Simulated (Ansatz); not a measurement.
# A failed many-body run on SnSe2 (P-3m1)

A first try at the G0W0 gap of SnSe2 (P-3m1), what the program said, and an input that works.

Method: G0W0 on PBE, plane waves, PAW; PAW set soft_1, in Ansatz 0.2.0.

## (1) The starting structure

The structure is trigonal, space group P-3m1 (No. 164). Conventional cell: a = 3.811 Å, b = 3.811 Å, c = 6.136 Å, α = 90.00°, β = 90.00°, γ = 120.00°. Sn has 6 Se at 2.72 Å nearest. Nearest to Se lie 3 Sn at 2.72 Å. Farther neighbours and most contacts between anions are not listed.

Geometry: measured cell, ions relaxed with PBE. The runs that relaxed it are not among those shown.

## (2) First try

Contents of input.yaml:

```yaml
crystal:
  lattice:
    - [3.811, 0.0, 0.0]
    - [-1.9055, 3.3004228138, 0.0]
    - [0.0, 0.0, 6.136]
  atoms:
    - { symbol: Sn, position: [0.0, 0.0, 0.0] }
    - { symbol: Se, position: [0.3333333333, 0.6666666667, 0.2614399677] }
    - { symbol: Se, position: [0.6666666667, 0.3333333333, 0.7385600323] }
kpoints:
  mp_grid: { grid: [6, 6, 2] }
hamiltonian:
  xc: pbe
  pseudopotentials: { kind: paw, azcp: { folder: soft_1 } }
scf:
  occupations: { method: fixed }
gw:
  n_empty_bands: 4
  ecut_chi: 40
  qp_bands: [v2, c2]
  qp_kpoints: band_edges
  screening: { model: contour_deformation }
```

The run is started by

```console
ansatz run input.yaml --threads 3 --pin off --max-ram 92160MiB --backend cuda --events-out ev --progress --plain --runs-dir out --devices 1 --max-vram 13GiB
```

Numbers of over 12 decimals in the logs are rounded to 6 here.

What it wrote:

```text
GPUs: using 1 of 1 available (devices: 1).
Engine: ansatz 0.2.0, x86_64-unknown-linux-gnu
Pseudopotentials: kind: paw
Pseudopotential: Sn, paw, valence charge 14, recommended cutoff 420 eV (normal), soft_1/Sn.paw.azcp
Pseudopotential: Se, paw, valence charge 16, recommended cutoff 420 eV (normal), soft_1/Se.paw.azcp
Functional definition: PBE
  parameter kappa = 0.804
  parameter beta = 0.066725
  exchange = pbe_x(kappa = kappa, mu = beta*pi^2/3)
  correlation = pbe_c(beta = beta)
device memory: the entry about to start is reckoned to put 0.7 GiB on a device that reports 70.0 GiB free (of which the cap on the GPU budget leaves the run 13.0 GiB)
GPU FFT provider: cuFFT
GPU libraries: cuBLAS 13.8.2, cuFFT 12.4.0, cuSOLVER 12.3.4
Crystal: 3 atoms, lattice volume = 77.178 Å³
Basis set: ecut = 420 eV, 1485 PW (Γ)
Bands: 28, of which v1, the nominal top of the filled ones, is band 23 counted from 1 (22 counted from 0)
Symmetry: 12 space group operations
Space group: P-3m1 (ITA 164), of the structure as read, at distance tolerance 4.3e-5 Å
k-points: 14 of 72
Non-local potential: Sn, projectors of the file, l = 0: 2, l = 1: 2, l = 2: 2, l = 3: 1
Non-local potential: Se, projectors of the file, l = 0: 2, l = 1: 2, l = 2: 3, l = 3: 1
PAW form: soft (Blöchl's): semilocal exchange-correlation on the pseudo side does not see the compensation charge
PAW one-centre angular grid: Sn, 590 points (default); XC on 64 Gauss nodes
PAW one-centre angular grid: Se, 590 points (default); XC on 64 Gauss nodes
Initial density: superposition of atomic densities (chi_scale 0.1, normalization cell, long waves kept (reshape's long-wave potential 0.10 eV rms))
Initial wavefunctions: pseudopotential atomic-orbital guess
GPU buffer pool allocated for 32805 grid points (all kernels)
GPU transforms: local potential and band sums: pruned to the plane-wave sphere, on 25×25×45
Functional: x = pbe(κ = 0.804, μ = 0.219515), c = pbe(β = 0.066725)
SCF iter   1: F=—  HF=-16963.829769 eV  |F-HF|=—  |Δ(HF+E_count)|=         —  Δρ=3.24e-2  dr2=1.67e0  ethr=3.10e-3  ⟨swp⟩=5.0  Hψ=1439  notcnv=0  defer=38
preconditioner: auto → Resta (q_TF=auto, 2.503 Å⁻¹)  ε∞=4.0  [insulator: Δε(μ)=0.622 eV  Ē_g=9.786 eV  n_scr=22 (ndim 8)  ℏωp=16.9 eV  f_vac=0.027  ε∞_Penn≈4.0]
SCF iter   2: F=—  HF=-16963.475685 eV  |F-HF|=—  |Δ(HF+E_count)|=   3.54e-1  Δρ=1.63e-2  dr2=2.37e-1  ethr=3.10e-3  ⟨swp⟩=2.0  Hψ=566  notcnv=0  defer=16
SCF iter   3: F=—  HF=-16963.425991 eV  |F-HF|=—  |Δ(HF+E_count)|=   4.97e-2  Δρ=5.33e-3  dr2=1.79e-2  ethr=5.14e-4  ⟨swp⟩=2.0  Hψ=474  notcnv=0  defer=38
SCF iter   4: F=—  HF=-16963.426173 eV  |F-HF|=—  |Δ(HF+E_count)|=   1.82e-4  Δρ=1.08e-3  dr2=1.36e-3  ethr=3.90e-5  ⟨swp⟩=2.0  Hψ=722  notcnv=0  defer=40
SCF iter   5: F=—  HF=-16963.426364 eV  |F-HF|=—  |Δ(HF+E_count)|=   1.90e-4  Δρ=5.10e-4  dr2=2.05e-4  ethr=2.95e-6  ⟨swp⟩=2.0  Hψ=730  notcnv=0  defer=40
SCF iter   6: F=—  HF=-16963.426670 eV  |F-HF|=—  |Δ(HF+E_count)|=   3.06e-4  Δρ=1.34e-4  dr2=1.73e-5  ethr=4.47e-7  ⟨swp⟩=3.0  Hψ=730  notcnv=0  defer=40
SCF iter   7: F=—  HF=-16963.426703 eV  |F-HF|=—  |Δ(HF+E_count)|=   3.33e-5  Δρ=4.07e-5  dr2=1.25e-6  ethr=3.77e-8  ⟨swp⟩=3.0  Hψ=756  notcnv=0  defer=17
SCF iter   8: F=-16963.426708 eV  HF=-16963.426708 eV  |F-HF|=1.97e-7  |Δ(HF+E_count)|=   4.22e-6  Δρ=7.86e-6  dr2=9.42e-8  ethr=2.17e-10  ⟨swp⟩=8.1  Hψ=1816  notcnv=0
SCF 1 converged in 8 iterations: F = -16963.426708 eV  dr2 = 9.42e-8
[...]
device memory: the entry about to start is reckoned to put 0.8 GiB on a device that reports 69.4 GiB free (of which the cap on the GPU budget leaves the run 13.0 GiB)
NSCF: frozen V_eff on 14 k-points, pencils in batches of 32, up to order 112
[...]
device memory: the entry about to start is reckoned to put 0.7 GiB on a device that reports 68.5 GiB free (of which the cap on the GPU budget leaves the run 13.0 GiB)
[...]
NSCF: frozen V_eff on 1 k-points
SCF converged after 8 iterations
Free energy (F): -16963.426708 eV
Harris-Foulkes:  -16963.426708 eV  (|F-HF|=1.97e-7)
Internal energy: -16963.426708 eV  (E = F + TS)
E sigma→0 (E₀):  -16963.426708 eV
Fermi energy:    7.886472 eV
--- Per-component energies (eV) ---
  E_band       = -866.954571
  E_kinetic    = 390.048804
  E_local      = -6546.937552  (includes V_loc(G=0)·N_el)
  E_nonlocal   = -563.574110
  E_hartree    = 3408.526551
  E_xc         = -295.614412
  E_vxc        = -260.572693  (∫ρ·V_xc dr)
  E_paw        = -8631.687221  (= ΣΔE_a)
  E_vpaw       = -702.968257  (= ΣTr[D̂ρ^β])
  E_aug_tail   = -0.000477  (compensation charges beyond the density's cutoff)
  E_ewald      = -4724.188291
  E_smearing   = -0.000000  (= −TS)
  E_closure    = 0.000000  (closes the sum)
  Σ components = -16963.426708   (vs F -16963.426708, Δ=0.00e0)
--- Band table (eV; the first three rows and the last of 14) ---
  k-point 0: bands = [... 19 lower, 7.4037, 7.6099, 7.6099, 7.7861, 8.8792, 11.0734, 12.6075, 12.6075, ... 1 higher]
  k-point 1: bands = [... 19 lower, 7.2661, 7.2661, 7.8237, 7.8237, 10.4989, 10.9433, 12.2894, 12.2894, ... 1 higher]
  k-point 2: bands = [... 19 lower, 6.3815, 6.5909, 7.8488, 7.8865, 10.1140, 11.6588, 12.6658, 12.9671, ... 1 higher]
  k-point 13: bands = [... 19 lower, 3.7753, 4.2249, 7.5312, 7.5312, 10.1897, 12.2193, 12.2193, 13.7621, ... 1 higher]
--- G₀W₀: contour deformation, 7 samples at zero and on the imaginary axis and 1 off it, 72 q-points, 4 empty bands' worth ---
  eigenvalues of the whole cell's RPA ε∞ on this k-mesh (on a slab, of 1 + 4πα/V) = 9.9392, 13.3687, 13.3687; static W/v taken at q = 0 is 0.087293
  gw.qp_kpoints: band_edges: 12 of 14 stored k-points solved, in 1 pass; an edge of the gap read off the rows below is read off those points alone
    valence top: of the k-points left out ik 9 came nearest to being solved in a further pass, in band 23 (counted from 1, as in the quasiparticle table): it holds the edge there only if its correction is more favourable than any solved in that band by at least 0.764 eV; those differ by 0.262 eV
    conduction bottom: of the k-points left out ik 10 came nearest to being solved in a further pass, in band 24 (counted from 1, as in the quasiparticle table): it holds the edge there only if its correction is more favourable than any solved in that band by at least 0.646 eV; those differ by 0.465 eV
  `?` marks the rows in doubt; gw_qp.tsv's column doubts and the gw_qp event give each row's grounds
    ik  band        ε_KS         Σx   Σc(E_QP)       V_xc       Z   E_QP_lin       E_QP  E_QP is
     0    22      7.6099   -17.4734     2.7489   -15.4210  0.7178     8.2902     8.3065  root
     0    23      7.7861   -17.8193     3.0153   -15.5486  0.7237     8.5130     8.5307  root
     0    24      8.8792   -11.8789    -1.6530   -15.2118  0.7764    10.5778    10.5590  root
     0    25     11.0734    -8.1573    -2.3274   -12.2757  0.7989    12.9289    12.8644  root
     1    22      7.8237   -17.5617     2.6462   -15.6369  0.7268     8.5299     8.5451  root
     1    23      7.8237   -17.5617     2.6462   -15.6369  0.7268     8.5299     8.5451  root
     1    24     10.4989   -12.2228    -1.9863   -16.0962  0.7372    12.2912    12.3861  root
     1    25     10.9433    -8.4641    -2.3240   -12.6173  0.7937    12.8112    12.7725  root
     2    22      7.8488   -17.6188     2.8793   -15.4577  0.7250     8.5512     8.5670  root
     2    23      7.8865   -17.6105     2.6935   -15.6404  0.7279     8.5953     8.6100  root
     2    24     10.1140   -12.3758    -1.9213   -16.0196  0.7350    11.8230    11.8365  root
     2    25     11.6588    -8.3509    -2.4407   -12.6618  0.7869    13.5639    13.5289  root
     3    22      6.7739   -16.9153     3.0215   -14.4888  0.6875     7.3484     7.3689  root
     3    23      7.6552   -17.3739     2.7388   -15.3134  0.7198     8.3189     8.3336  root
[...]
12    23      6.1609   -16.4822     3.3516   -13.6137  0.6563     6.6366     6.6439  root
    12    24      8.9029   -10.5259    -1.7923   -13.7400  0.7545    10.3466    10.3247  root
    12    25     14.1571    -9.6046    -2.9893   -14.8644  0.6994    16.1979    16.4276  root ?
    13    22      7.5312   -17.4529     2.9044   -15.1998  0.7137     8.1669     8.1826  root
    13    23      7.5312   -17.4529     2.9044   -15.1998  0.7137     8.1669     8.1826  root
    13    24     10.1897   -11.8843    -2.2078   -15.8868  0.7108    11.8534    11.9844  root ?
    13    25     12.2193    -7.9169    -2.5558   -12.2837  0.7807    14.0857    14.0303  root
```

Elapsed: 12 s, on 1 × NVIDIA H100 80GB HBM3 (shared by 6 runs) with 3 threads of AMD EPYC 7R13 (Zen 3), shared host; peak memory 1 GiB.

Q: What is the fault?

The run ended normally, though the input holds a fault or crude settings.

The fault: four empty bands in G0W0. The sums over empty states are cut off almost at the gap, so screening and correlation are far from complete.

It printed a gap of 1.47 eV, which is an artefact of the settings.

## (3) A better input

Now the one-shot GW correction: screening in the RPA, then the self-energy of the levels asked for. This step takes PAW set soft_1 files.

input.yaml: that of step 2 with these lines changed.

```diff
@@ -10,3 +10,3 @@
 kpoints:
-  mp_grid: { grid: [6, 6, 2] }
+  mp_grid: { grid: [6, 6, 4] }
 hamiltonian:
@@ -17,4 +17,4 @@
 gw:
-  n_empty_bands: 4
-  ecut_chi: 40
+  n_empty_bands: 230
+  ecut_chi: 120
   qp_bands: [v2, c2]
```

What it wrote:

```text
GPUs: using 1 of 1 available (devices: 1).
[...]
GPU FFT provider: cuFFT
GPU libraries: cuBLAS 13.8.2, cuFFT 12.4.0, cuSOLVER 12.3.4
Crystal: 3 atoms, lattice volume = 77.178 Å³
Basis set: ecut = 420 eV, 1485 PW (Γ)
Bands: 28, of which v1, the nominal top of the filled ones, is band 23 counted from 1 (22 counted from 0)
Symmetry: 12 space group operations
[...]
k-points: 24 of 144
[...]
GPU buffer pool allocated for 32805 grid points (all kernels)
[...]
SCF iter   1: F=—  HF=-16963.819844 eV  |F-HF|=—  |Δ(HF+E_count)|=         —  Δρ=3.23e-2  dr2=1.66e0  ethr=3.10e-3  ⟨swp⟩=5.0  Hψ=2578  notcnv=0  defer=67
[...]
SCF iter   8: F=-16963.419068 eV  HF=-16963.419068 eV  |F-HF|=1.94e-7  |Δ(HF+E_count)|=   4.23e-6  Δρ=7.68e-6  dr2=8.43e-8  ethr=2.17e-10  ⟨swp⟩=7.8  Hψ=3157  notcnv=0
SCF 1 converged in 8 iterations: F = -16963.419068 eV  dr2 = 8.43e-8
[...]
0    22      7.6111   -17.4925     1.6488   -15.4207  0.7215     7.1810     7.1883  root
     0    23      7.7880   -17.6626     1.6583   -15.5492  0.7305     7.3263     7.3331  root
     0    24      8.8794   -11.9369    -3.1384   -15.2112  0.7699     9.0155     9.0152  root
     0    25     11.0728    -8.1307    -4.0547   -12.2763  0.7749    11.1639    11.1637  root
     1    22      7.7348   -17.5248     1.5659   -15.5328  0.7261     7.3025     7.3088  root
     1    23      7.7348   -17.5248     1.5659   -15.5328  0.7261     7.3025     7.3088  root
     1    24      9.8595   -12.3035    -3.3000   -15.7335  0.7539     9.9900     9.9895  root
     1    25     11.0538    -8.4206    -4.0705   -12.5975  0.7730    11.1605    11.1602  root
[...]
23    22      7.5327   -17.3922     1.7299   -15.1997  0.7218     7.0616     7.0702  root
    23    23      7.5327   -17.3922     1.7299   -15.1997  0.7218     7.0616     7.0702  root
    23    24     10.1903   -11.9121    -3.8127   -15.8864  0.7150    10.3523    10.3518  root
    23    25     12.2199    -7.9741    -4.2169   -12.2840  0.7711    12.3130    12.3128  root
[key lines of the parts left out:]
SCF converged after 8 iterations
Free energy (F): -16963.419068 eV
Fermi energy:    7.889192 eV
```

Wall time 40 s (1 × NVIDIA H100 80GB HBM3 (shared by 6 runs) with 3 threads); peak memory 1.5 GiB; 70 s of CPU time.

Numbers from this step:

```
bands summed                                 : 253
RPA ε∞ on this mesh (eigenvalues)            : 11.01, 14.42, 14.42
plane waves in the screening matrix          : 245
q-points in the mesh                         : 144
G0W0 gap on the mesh                         : 1.168 eV
k of the valence top                         : 0, 0.1667, -0.25
k of the conduction bottom                   : 0, -0.5, -0.5
starting gap on the mesh                     : 0.7024 eV
Z at the valence top                         : 0.7291
Z at the conduction bottom                   : 0.7526
least direct G0W0 gap on the computed points : 1.682 eV
```

The gap on the mesh goes from 0.70 eV to 1.17 eV, a correction of +0.47 eV. Between the two edge states, bare exchange in place of the xc potential would open the gap by 4.81 eV, and correlation takes back 4.34 eV.

## (4) What came out

```yaml
first_try: converged after 12 s
better_run: G0W0 gap on the mesh 1.17 eV (6×6×4 mesh, 230 empty bands, screening to 120 eV, PAW set soft_1 files)
```

What this shows: The second run differs in: mesh, empty bands and screening cutoff (eV). Bands and cutoff are finite, so the gap is not at the basis limit. The miss can reach some tenths of an eV and take either sign; the mesh is an error of its own. The 6×6×4 mesh is coarse for this cell (its supercell is 23 Å along the shortest edge). The RPA ε∞ on it, from the PBE start, is 11.01 and 14.42; such meshes misread the long-range screening, most where the gap is narrow. The many-body steps are scalar-relativistic: spin-orbit coupling is not in them.

[Paths, hosts, dates, memory and timing lines, banners, echoed tables and standing remarks are left out of the program output.]

[Logs are printed without paths, hosts, clocks, repeated set-up lines and the standing remarks that a program may print on its own settings, such as how far it seeks lower states.]

[Runs of the session that timed out or met a known fault of the program may be left out.]

[Cells called generated may have been cut or substituted from an entry of the Crystallography Open Database or the Materials Project.]

[Hosts, paths, dates, database ids (printed as entryN), source tags and the programs' standing remarks are cut or masked in the printed files.]
